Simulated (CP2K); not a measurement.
Two runs for the N K edge of propionitrile. Run A: CP2K XAS_TDP, all-electron GAPW, PBEh(45%), aug-cc-pVDZ, TDA, no relativity. Run B differs in one setting.

First lines with a strength over 0.0015. A:

| atom | energy (eV) | states | strength, one atom |
| --- | --- | --- | --- |
| N4 (bonded to C) | 395.73 | 1 | 0.0543 |
|  | 395.81 | 1 | 0.0542 |
|  | 400.72 | 1 | 0.0024 |
|  | 401.50 | 1 | 0.0057 |
|  | 402.14 | 1 | 0.0023 |

B:

```
            atom  energy (eV)  states  strength, one atom
N4 (bonded to C)       401.26       1              0.0536
                       401.34       1              0.0535
                       406.25       1              0.0024
                       407.03       1              0.0056
                       407.68       1              0.0023
```

Which was it: GW2X switched on, the functional, the basis, scalar relativity switched on?

GW2X switched on. GW2X shifts an atom's lines together and keeps their spacings. Against PBEh(45%) in aug-cc-pVDZ, the leading line moves by +5.53 eV, to 401.26 eV.

[Banner, clock and machine lines of the logs are left out without a mark of their own.]

[Logs are printed without paths, hosts, clocks, repeated set-up lines and the standing remarks that a program may print on its own settings, such as how far it seeks lower states.]

[Hosts, paths, dates, database ids (printed as entryN), source tags and the programs' standing remarks are cut or masked in the printed files.]
